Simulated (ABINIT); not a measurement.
# In2S (Fm-3m): zone-centre phonons, part 2 of 3

Which modes does In2S (Fm-3m) have at the zone centre?

ABINIT 10.8.3; DFT LDA, scalar-relativistic, plane waves, HGH norm-conserving pseudopotentials.

So far. Step 4 (Relaxation): The volume changes by -2.6 % in this run and stands -5.4 % from the first cell. Step 5 (Self-consistent run for the response): The cell stands at -0.23 GPa: the relaxation ran with a smoothed and higher cutoff, and the difference is a stress of the finite basis. The relaxed cell has a = 6.834 Å (conventional setting).

The structure was built from a prototype and need not be the compound's stable phase.

### 6. Linear response at Γ

At q = 0 one unit cell holds all displacements. The response is solved for single atoms along the cell's directions, and symmetry skips those that follow from others. The crystal is treated as a metal, which screens a static field, so no field response is asked.

The input, dfpt_gamma.abi:

```

# common to the responses
getwfk_filepath "gso_WFK"
kptopt 2
nqpt 1
qpt 0.0 0.0 0.0
asr 0
chneut 0

# displacements
rfphon 1
rfatpol 1 3
rfdir 1 1 1
tolvrs 1.0d-10
prtwf 0

# basis, mesh and filling
ecut 24.0
ixc 7
ngkpt 6 6 6
nshiftk 1
shiftk 0.0 0.0 0.0
istwfk *1
occopt 7
tsmear 0.01
nband 12
nstep 100
diemac 1000000.0
prtebands 0
prtgsr 0

# cell and atoms
acell 9.132017549 9.132017549 9.132017549
rprim 
    0.0 0.7071067812 0.7071067812
    0.7071067812 0.0 0.7071067812
    0.7071067812 0.7071067812 0.0
ntypat 2
znucl 16 49
natom 3
typat 1 2 2
xred 
    0.0 0.0 0.0
    0.25 0.25 0.25
    0.75 0.75 0.75
pp_dirpath "./pseudo"
pseudos "S.hgh, In.hgh"
```

Run with:

```sh
> OMP_NUM_THREADS=1 mpirun -n 2 abinit dfpt_gamma.abi > dfpt_gamma.log
```

Numbers of over 12 decimals in the logs are rounded to 6 here.

dfpt_gamma.abo, the main output file:

```text
[banners, grids, parts of the stress and lines that vanish by symmetry left out]
- input  file    -> dfpt_gamma.abi
- output file    -> dfpt_gamma.abo
- root for input  files -> dfpt_gammai
- root for output files -> dfpt_gammao

 Symmetries : space group Fm -3 m (#225); Bravais cF (face-center cubic)
================================================================================
 Values of the parameters that define the memory need of the present run (RF).
     intxc =       0      iscf =       7    lmnmax =       6     lnmax =       6
     mgfft =      45  mpssoang =       3    mqgrid =    3001     natom =       3
  nloc_mem =       1    nspden =       1   nspinor =       1    nsppol =       1
      nsym =      48    n1xccc =       0    ntypat =       2    occopt =       7
   xclevel =       1
-    mband =          12        mffmem =           1         mkmem =          56
-   mkqmem =          56        mk1mem =          56           mpw =        3044
      nfft =       91125          nkpt =         112
- my_mband =          12
================================================================================
================================================================================

--------------------------------------------------------------------------------
------------- Echo of variables that govern the present computation ------------
--------------------------------------------------------------------------------
-
- outvars: echo of selected default values
-   iomode0 =  0 , fftalg0 =312 , wfoptalg0 =  0
-
- outvars: echo of global parameters not present in the input file
-  max_nthreads =    1
-
 -outvars: echo values of preprocessed input variables
 [... echo left out ...]
================================================================================

 chkinp: Checking input parameters for consistency.

[...]
== DATASET  1 ==================================================================
-   mpi_nproc: 2, omp_nthreads: 1 (-1 if OMP is not activated)

--- !DatasetInfo
iteration_state: {dtset: 1, }
dimensions: {natom: 3, nkpt: 112, mband: 12, nsppol: 1, nspinor: 1, nspden: 1, mpw: 3044, }
cutoff_energies: {ecut:  24.0, pawecutdg:  -1.0, }
electrons: {nelect:   1.20000000E+01, charge:   0.00000000E+00, occopt:   7.00000000E+00, tsmear:   1.00000000E-02, }
meta: {optdriver: 1, rfphon: 1, }
...

 mkfilename: getwfk from: gso_WFK

 Exchange-correlation functional for the present dataset will be:
  LDA: Perdew-Wang 92 LSD fit to Ceperley-Alder data - ixc=7
 Citation for XC functional:
  J.P.Perdew and Y.Wang, PRB 45, 13244 (1992)

 Real(R)+Recip(G) space primitive vectors, cartesian coordinates (Bohr,Bohr^-1):
 R(1)=  0.0000000  6.4573115  6.4573115  G(1)= -0.0774316  0.0774316  0.0774316
 R(2)=  6.4573115  0.0000000  6.4573115  G(2)=  0.0774316 -0.0774316  0.0774316
 R(3)=  6.4573115  6.4573115  0.0000000  G(3)=  0.0774316  0.0774316 -0.0774316
 Unit cell volume ucvol=  5.3849939E+02 bohr^3
 Angles (23,13,12)=  6.00000000E+01  6.00000000E+01  6.00000000E+01 degrees
 setup1 : take into account q-point for computing boxcut.

 getcut: wavevector=  0.0000  0.0000  0.0000  ngfft=  45  45  45
         ecut(hartree)=     24.000   => boxcut(ratio)=   2.18482

--- Pseudopotential description ------------------------------------------------
- pspini: atom type   1  psp file is ./pseudo/S.hgh

- pspini: atom type   2  psp file is ./pseudo/In.hgh

   4.02231878E+02                                ecore*ucvol(ha*bohr**3)
--------------------------------------------------------------------------------

 ==>  initialize data related to q vector <==

 The list of irreducible perturbations for this q vector is:
    1)    idir= 1    ipert=   1
    2)    idir= 1    ipert=   2

[...]
The perturbation idir=   2  ipert=   1 is
 symmetric of a previously calculated perturbation.
 So, its SCF calculation is not needed.

 The perturbation idir=   3  ipert=   1 is
 symmetric of a previously calculated perturbation.
 So, its SCF calculation is not needed.

 The perturbation idir=   2  ipert=   2 is
 symmetric of a previously calculated perturbation.
 So, its SCF calculation is not needed.

 The perturbation idir=   3  ipert=   2 is
 symmetric of a previously calculated perturbation.
 So, its SCF calculation is not needed.

 The perturbation idir=   1  ipert=   3 is
 symmetric of a previously calculated perturbation.
 So, its SCF calculation is not needed.

 The perturbation idir=   2  ipert=   3 is
 symmetric of a previously calculated perturbation.
 So, its SCF calculation is not needed.

 The perturbation idir=   3  ipert=   3 is
 symmetric of a previously calculated perturbation.
 So, its SCF calculation is not needed.

--------------------------------------------------------------------------------
 Perturbation wavevector (in red.coord.)   0.000000  0.000000  0.000000
 Perturbation : displacement of atom   1   along direction   1
 Found     4 symmetries that leave the perturbation invariant.

[...]
dfpt_looppert : total number of electrons, from k and k+q
  fully or partially occupied states are    1.200000E+01 and    1.200000E+01.
 Initialisation of the first-order wave-functions :
  ireadwf=   0

--- !BeginCycle
iteration_state: {dtset: 1, }
solver: {iscf: 7, nstep: 100, nline: 4, wfoptalg: 0, }
tolerances: {tolvrs: 1.00E-10, }
...

     iter   2DEtotal(Ha)        deltaE(Ha) residm    vres2
-ETOT  1   292.86727750511     -2.513E+02 3.824E+00 1.007E+06
 ETOT  2   17.019933118984     -2.758E+02 6.928E-01 2.785E+04
 ETOT  3   1.880287     -1.514E+01 5.620E-02 3.274E+03
 ETOT  4   1.181277     -6.990E-01 2.022E-03 2.879E+01
 ETOT  5   1.176939     -4.338E-03 9.428E-05 4.612E-01
[...]
At SCF step   11       vres2   =  3.97E-12 < tolvrs=  1.00E-10 =>converged.
[...]
Mean square residual over all n,k,spin=   50.027E-15; max=  22.977E-12

 Thirteen components of 2nd-order total energy (hartree) are
 1,2,3: 0th-order hamiltonian combined with 1st-order wavefunctions
     kin0=   6.11191029E+02 eigvalue=   1.92272201E+01  local=  -6.07026477E+02
 4,5,6: 1st-order hamiltonian combined with 1st and 0th-order wfs
 loc psp =  -4.97925898E+01  Hartree=   1.57497446E+02     xc=  -5.08159854E+01
 note that "loc psp" includes a xc core correction that could be resolved
 7,8,9: eventually, occupation + non-local contributions
    edocc=   2.46096235E+01     enl0=   3.88339127E+02   enl1=  -1.03625138E+03
 1-9 gives the relaxation energy (to be shifted if some occ is /=2.0)
   erelax=  -5.43021982E+02
 10,11,12 Non-relaxation  contributions : frozen-wavefunctions and Ewald
 fr.local=   5.69336649E+00 fr.nonlo=   5.15152676E+02  Ewald=   2.33528221E+01
 13,14 Frozen wf xc core corrections (1) and (2)
 frxc 1  =   0.00000000E+00  frxc 2 =   0.00000000E+00
 Resulting in :
 2DEtotal=    0.1176882074E+01 Ha. Also 2DEtotal=    0.320245926825E+02 eV
    (2DErelax=   -5.4302198246E+02 Ha. 2DEnonrelax=    5.4419886453E+02 Ha)
    (  non-var. 2DEtotal :    1.1768816811E+00 Ha)

[...]
Perturbation wavevector (in red.coord.)   0.000000  0.000000  0.000000
 Perturbation : displacement of atom   2   along direction   1
 Found     2 symmetries that leave the perturbation invariant.

--------------------------------------------------------------------------------

--------------------------------------------------------------------------------

 dfpt_looppert : total number of electrons, from k and k+q
  fully or partially occupied states are    1.200000E+01 and    1.200000E+01.
 Initialisation of the first-order wave-functions :
  ireadwf=   0

--- !BeginCycle
iteration_state: {dtset: 1, }
solver: {iscf: 7, nstep: 100, nline: 4, wfoptalg: 0, }
tolerances: {tolvrs: 1.00E-10, }
...

     iter   2DEtotal(Ha)        deltaE(Ha) residm    vres2
-ETOT  1   6.943210     -4.274E+01 2.124E-01 2.431E+04
[...]
ETOT 10   1.580972     -3.413E-11 3.104E-13 4.120E-10
 ETOT 11   1.580972     -1.847E-13 1.515E-14 4.026E-12

 At SCF step   11       vres2   =  4.03E-12 < tolvrs=  1.00E-10 =>converged.
[...]
Mean square residual over all n,k,spin=   87.498E-18; max=  15.146E-15

 Thirteen components of 2nd-order total energy (hartree) are
 1,2,3: 0th-order hamiltonian combined with 1st-order wavefunctions
     kin0=   4.56536934E+01 eigvalue=   8.35292986E-01  local=  -1.23144279E+01
 4,5,6: 1st-order hamiltonian combined with 1st and 0th-order wfs
 loc psp =  -3.29915845E+01  Hartree=   6.75252763E+00     xc=  -4.73985070E+00
 note that "loc psp" includes a xc core correction that could be resolved
 7,8,9: eventually, occupation + non-local contributions
    edocc=   4.36018157E+00     enl0=   7.55823381E+00   enl1=  -6.32197171E+01
 1-9 gives the relaxation energy (to be shifted if some occ is /=2.0)
   erelax=  -4.81056507E+01
 10,11,12 Non-relaxation  contributions : frozen-wavefunctions and Ewald
 fr.local=   1.39343467E+00 fr.nonlo=   3.07785715E+01  Ewald=   1.75146166E+01
 13,14 Frozen wf xc core corrections (1) and (2)
 frxc 1  =   0.00000000E+00  frxc 2 =   0.00000000E+00
 Resulting in :
 2DEtotal=    0.1580971961E+01 Ha. Also 2DEtotal=    0.430204386696E+02 eV
    (2DErelax=   -4.8105650745E+01 Ha. 2DEnonrelax=    4.9686622706E+01 Ha)
    (  non-var. 2DEtotal :    1.5809718954E+00 Ha)

[...]
---- first-order wavefunction calculations are completed ----

 ==> Compute Derivative Database <==

 [... matrices left out ...]
  Phonon wavevector (reduced coordinates) :  0.00000  0.00000  0.00000
 Phonon energies in Hartree :
   8.952949E-06  8.952949E-06  8.952950E-06  3.841206E-04  3.841206E-04
   3.841206E-04  5.243621E-04  5.243621E-04  5.243621E-04
 Phonon frequencies in cm-1    :
-  1.964945E+00  1.964945E+00  1.964945E+00  8.430473E+01  8.430473E+01
-  8.430473E+01  1.150842E+02  1.150842E+02  1.150842E+02

== END DATASET(S) ==============================================================
================================================================================

 -outvars: echo values of variables after computation
            acell      9.1320175490E+00  9.1320175490E+00  9.1320175490E+00 Bohr
           etotal      1.5809719608E+00
            fcart      0.0000000000E+00  0.0000000000E+00  0.0000000000E+00
           strten      0.0000000000E+00  0.0000000000E+00  0.0000000000E+00
================================================================================
```

Elapsed: 3.7 min, on 2 MPI ranks of AMD EPYC (Zen 3), shared host; 7.1 min of CPU time.

This step gave:

| Quantity | Value |
| --- | --- |
| largest acoustic frequency at the zone centre before the sum rule | 1.96 cm⁻¹ |
| highest optical zone-centre mode (no LO-TO term) | 115.1 cm⁻¹ |
| lowest optical zone-centre mode | 84.3 cm⁻¹ |

The acoustic modes at Γ come out as far as 2.0 cm⁻¹ from zero, where they should vanish, a small numerical error.

### 7. Zone-centre analysis

anaddb reads the merged derivatives and imposes the acoustic sum rule.

The input, anaddb.abi:

```
ddb_filepath "gamma_DDB"
output_file "anaddb.abo"
outdata_prefix "anaddb"
asr 1
chneut 1
enunit 2
eivec 1
nph1l 1
qph1l 0.0 0.0 0.0 1.0
```

The input, mrgddb.in:

```
gamma_DDB
merged
2
dfpt_gammao_DDB
gso_DDB
```

Run with:

```sh
> mrgddb < mrgddb.in > mrgddb.log
> OMP_NUM_THREADS=1 anaddb anaddb.abi > anaddb.log
```

anaddb.abo, the main output file:

```text
-outvars_anaddb: echo values of input variables ----------------------

 Miscellaneous information :
      enunit         2
       eivec         1
         asr         1
 First list of wavevector (reduced coord.) :
       nph1l         1
       qph1l
                     0.00000000E+00  0.00000000E+00  0.00000000E+00    1.000E+00

================================================================================

 read the DDB information and perform some checks

  ==== Info on the Cryst% object ====
 Real(R)+Recip(G) space primitive vectors, cartesian coordinates (Bohr,Bohr^-1):
 R(1)=  0.0000000  6.4573115  6.4573115  G(1)= -0.0774316  0.0774316  0.0774316
 R(2)=  6.4573115  0.0000000  6.4573115  G(2)=  0.0774316 -0.0774316  0.0774316
 R(3)=  6.4573115  6.4573115  0.0000000  G(3)=  0.0774316  0.0774316 -0.0774316
 Unit cell volume ucvol=  5.3849939E+02 bohr^3
 Angles (23,13,12)=  6.00000000E+01  6.00000000E+01  6.00000000E+01 degrees
 Time-reversal symmetry is present
 Reduced atomic positions [iatom, xred, symbol]:
    1)    0.0000000  0.0000000  0.0000000   S
    2)    0.2500000  0.2500000  0.2500000  In
    3)    0.7500000  0.7500000  0.7500000  In

 DDB file with 3 blocks has been read.

================================================================================

 Treat the first list of vectors

  Phonon wavevector (reduced coordinates) :  0.00000  0.00000  0.00000
 Phonon energies in Hartree :
   0.000000E+00  0.000000E+00  0.000000E+00  3.841305E-04  3.841305E-04
   3.841305E-04  5.237682E-04  5.237682E-04  5.237682E-04
 Phonon energies in meV     :
-  0.000000E+00  0.000000E+00  0.000000E+00  1.045272E+01  1.045272E+01
-  1.045272E+01  1.425246E+01  1.425246E+01  1.425246E+01
 Phonon frequencies in cm-1    :
-  0.000000E+00  0.000000E+00  0.000000E+00  8.430690E+01  8.430690E+01
-  8.430690E+01  1.149538E+02  1.149538E+02  1.149538E+02
 Phonon frequencies in Thz     :
-  0.000000E+00  0.000000E+00  0.000000E+00  2.527457E+00  2.527457E+00
-  2.527457E+00  3.446229E+00  3.446229E+00  3.446229E+00
 Phonon energies in Kelvin  :
-  0.000000E+00  0.000000E+00  0.000000E+00  1.212988E+02  1.212988E+02
-  1.212988E+02  1.653929E+02  1.653929E+02  1.653929E+02

 Eigendisplacements
 (will be given, for each mode : in cartesian coordinates
   for each atom the real part of the displacement vector,
   then the imaginary part of the displacement vector - absolute values smaller than 1.0d-7 are set to zero)
  Mode number    1   Energy    0.000000E+00
 Attention : low frequency mode.
   (Could be unstable or acoustic mode)
-  1  0.00000000E+00  0.00000000E+00 -1.44778139E-03
-     0.00000000E+00  0.00000000E+00  0.00000000E+00
-  2  0.00000000E+00  0.00000000E+00 -1.44781984E-03
-     0.00000000E+00  0.00000000E+00  0.00000000E+00
-  3  0.00000000E+00  0.00000000E+00 -1.44781984E-03
-     0.00000000E+00  0.00000000E+00  0.00000000E+00
  Mode number    2   Energy    0.000000E+00
 Attention : low frequency mode.
   (Could be unstable or acoustic mode)
-  1  0.00000000E+00  1.44778139E-03  0.00000000E+00
-     0.00000000E+00  0.00000000E+00  0.00000000E+00
-  2  0.00000000E+00  1.44781984E-03  0.00000000E+00
-     0.00000000E+00  0.00000000E+00  0.00000000E+00
-  3  0.00000000E+00  1.44781984E-03  0.00000000E+00
-     0.00000000E+00  0.00000000E+00  0.00000000E+00
  Mode number    3   Energy    0.000000E+00
 Attention : low frequency mode.
   (Could be unstable or acoustic mode)
-  1  1.44778139E-03  0.00000000E+00  0.00000000E+00
-     0.00000000E+00  0.00000000E+00  0.00000000E+00
-  2  1.44781984E-03  0.00000000E+00  0.00000000E+00
-     0.00000000E+00  0.00000000E+00  0.00000000E+00
-  3  1.44781984E-03  0.00000000E+00  0.00000000E+00
-     0.00000000E+00  0.00000000E+00  0.00000000E+00
  Mode number    4   Energy    3.841305E-04
-  1  0.00000000E+00  0.00000000E+00  0.00000000E+00
-     0.00000000E+00  0.00000000E+00  0.00000000E+00
-  2  0.00000000E+00  0.00000000E+00  1.54559669E-03
-     0.00000000E+00  0.00000000E+00  0.00000000E+00
-  3  0.00000000E+00  0.00000000E+00 -1.54559669E-03
-     0.00000000E+00  0.00000000E+00  0.00000000E+00
  Mode number    5   Energy    3.841305E-04
-  1  0.00000000E+00  0.00000000E+00  0.00000000E+00
-     0.00000000E+00  0.00000000E+00  0.00000000E+00
-  2  0.00000000E+00 -1.54559669E-03  0.00000000E+00
-     0.00000000E+00  0.00000000E+00  0.00000000E+00
-  3  0.00000000E+00  1.54559669E-03  0.00000000E+00
-     0.00000000E+00  0.00000000E+00  0.00000000E+00
  Mode number    6   Energy    3.841305E-04
-  1  0.00000000E+00  0.00000000E+00  0.00000000E+00
-     0.00000000E+00  0.00000000E+00  0.00000000E+00
-  2  1.54559669E-03  0.00000000E+00  0.00000000E+00
-     0.00000000E+00  0.00000000E+00  0.00000000E+00
-  3 -1.54559669E-03  0.00000000E+00  0.00000000E+00
-     0.00000000E+00  0.00000000E+00  0.00000000E+00
  Mode number    7   Energy    5.237682E-04
-  1  0.00000000E+00  2.57003115E-07  3.87450206E-03
-     0.00000000E+00  0.00000000E+00  0.00000000E+00
-  2  0.00000000E+00  0.00000000E+00 -5.41005417E-04
-     0.00000000E+00  0.00000000E+00  0.00000000E+00
-  3  0.00000000E+00  0.00000000E+00 -5.41005417E-04
-     0.00000000E+00  0.00000000E+00  0.00000000E+00
  Mode number    8   Energy    5.237682E-04
-  1  0.00000000E+00  3.87450206E-03 -2.57003272E-07
-     0.00000000E+00  0.00000000E+00  0.00000000E+00
-  2  0.00000000E+00 -5.41005418E-04  0.00000000E+00
-     0.00000000E+00  0.00000000E+00  0.00000000E+00
-  3  0.00000000E+00 -5.41005418E-04  0.00000000E+00
-     0.00000000E+00  0.00000000E+00  0.00000000E+00
  Mode number    9   Energy    5.237682E-04
-  1  3.87450207E-03  0.00000000E+00  0.00000000E+00
-     0.00000000E+00  0.00000000E+00  0.00000000E+00
-  2 -5.41005419E-04  0.00000000E+00  0.00000000E+00
-     0.00000000E+00  0.00000000E+00  0.00000000E+00
-  3 -5.41005419E-04  0.00000000E+00  0.00000000E+00
-     0.00000000E+00  0.00000000E+00  0.00000000E+00

 Analysis of degeneracies and characters (maximum tolerance=1.00E-06 a.u.)
 For each vibration mode, or group of modes if degenerate,
 the characters are given for each symmetry operation (see the list in the log file).
 Symmetry characters of vibration mode #   1
       degenerate with vibration modes #   2 to    3
  3.0 -3.0 -1.0  1.0 -1.0  1.0 -1.0  1.0  1.0 -1.0 -1.0  1.0  1.0 -1.0 -1.0  1.0
  0.0 -0.0  0.0 -0.0 -0.0  0.0  0.0 -0.0  1.0 -1.0 -1.0  1.0 -1.0  1.0  1.0 -1.0
  0.0 -0.0 -0.0  0.0  0.0 -0.0  0.0 -0.0  1.0 -1.0  1.0 -1.0 -1.0  1.0 -1.0  1.0
 Symmetry characters of vibration mode #   4
       degenerate with vibration modes #   5 to    6
  3.0  3.0 -1.0 -1.0 -1.0 -1.0 -1.0 -1.0  1.0  1.0 -1.0 -1.0  1.0  1.0 -1.0 -1.0
 -0.0 -0.0  0.0  0.0 -0.0 -0.0  0.0  0.0  1.0  1.0 -1.0 -1.0 -1.0 -1.0  1.0  1.0
 -0.0 -0.0 -0.0 -0.0  0.0  0.0  0.0  0.0  1.0  1.0  1.0  1.0 -1.0 -1.0 -1.0 -1.0
 Symmetry characters of vibration mode #   7
       degenerate with vibration modes #   8 to    9
  3.0 -3.0 -1.0  1.0 -1.0  1.0 -1.0  1.0  1.0 -1.0 -1.0  1.0  1.0 -1.0 -1.0  1.0
  0.0 -0.0 -0.0  0.0  0.0 -0.0 -0.0  0.0  1.0 -1.0 -1.0  1.0 -1.0  1.0  1.0 -1.0
  0.0 -0.0  0.0 -0.0 -0.0  0.0 -0.0  0.0  1.0 -1.0  1.0 -1.0 -1.0  1.0 -1.0  1.0
-
```

Elapsed: 0.98 s, on 1 thread.

Read from the output:

* highest optical zone-centre mode (no LO-TO term): 115.0 cm⁻¹
* lowest optical zone-centre mode: 84.31 cm⁻¹

No LO-TO term; unit eigenvectors of the mass-weighted matrix, from anaddb's displacements. Modes at Γ, with each element's share of the kinetic energy:

| mode | frequency (cm⁻¹) | symmetry | S % | In % |
| --- | --- | --- | --- | --- |
| 1 | 0.0 | acoustic | 12 | 88 |
| 2 | 0.0 | acoustic | 12 | 88 |
| 3 | 0.0 | acoustic | 12 | 88 |
| 4 | 84.3 | T2g | 0 | 100 |
| 5 | 84.3 | T2g | 0 | 100 |
| 6 | 84.3 | T2g | 0 | 100 |
| 7 | 115.0 | T1u | 88 | 12 |
| 8 | 115.0 | T1u | 88 | 12 |
| 9 | 115.0 | T1u | 88 | 12 |

Displacements in mode 5 (84.3 cm⁻¹), the largest set to 1:
```
S1   0.00  0.00  0.00
In2  0.00 -1.00  0.00
In3  0.00  1.00  0.00
```

Displacements in mode 8 (115.0 cm⁻¹), the largest set to 1:
```
S1   0.00  1.00  0.00
In2  0.00 -0.14  0.00
In3  0.00 -0.14  0.00
```

The rule moves no optical mode by more than 0.2 cm⁻¹.

[end of part 2 of 3]

[Host names and launcher messages were left out of these logs when they were recorded.]

[Logs are printed without paths, hosts, clocks, repeated set-up lines and the standing remarks that a program may print on its own settings, such as how far it seeks lower states.]

[Hosts, paths, dates, database ids (printed as entryN), source tags and the programs' standing remarks are cut or masked in the printed files.]
